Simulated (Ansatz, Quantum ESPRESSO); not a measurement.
# 1T-HfS2, 3 layers, AA stacking: the dipole at a withheld member of a series

**Set-up.** Quantum ESPRESSO 7.5, PBE, GBRV ultrasoft. Cell and atoms are relaxed without a field with a D3(BJ) correction and then held. Sawtooth field with dipole correction, 17 Å of vacuum in the starting cell, Fermi-Dirac smearing of 0.002 Ry; bands along a path at each field. The series steps the field along the normal.

```
field along the normal  dipole (e Å)
                 0 V/Å        −0.000
              0.05 V/Å         0.044
               0.1 V/Å         0.089
               0.2 V/Å         0.178
               0.3 V/Å         0.267
```

To predict: What is the dipole at 0.4 V/Å?

**Fit.** The rows at 0.2 V/Å and 0.3 V/Å give a slope of (0.267 − (0.178))/(0.3 − (0.2)) = 0.89, so a straight line gives 0.356 e Å. A parabola through these and the row at 0.1 V/Å gives 0.356 e Å.

**The withheld run.** 0.357 e Å. The line misses by −0.001 and the parabola by −0.001 e Å. Both misses are under 5 % of the step from the nearer row.

Caveats: Ions are held; semilocal gaps are too small; in strong fields empty levels can belong to the vacuum; one stacking. Members without a usable value, or on the other side of zero field or charge, are not listed.

[Logs are printed without paths, hosts, clocks, repeated set-up lines and the standing remarks that a program may print on its own settings, such as how far it seeks lower states.]
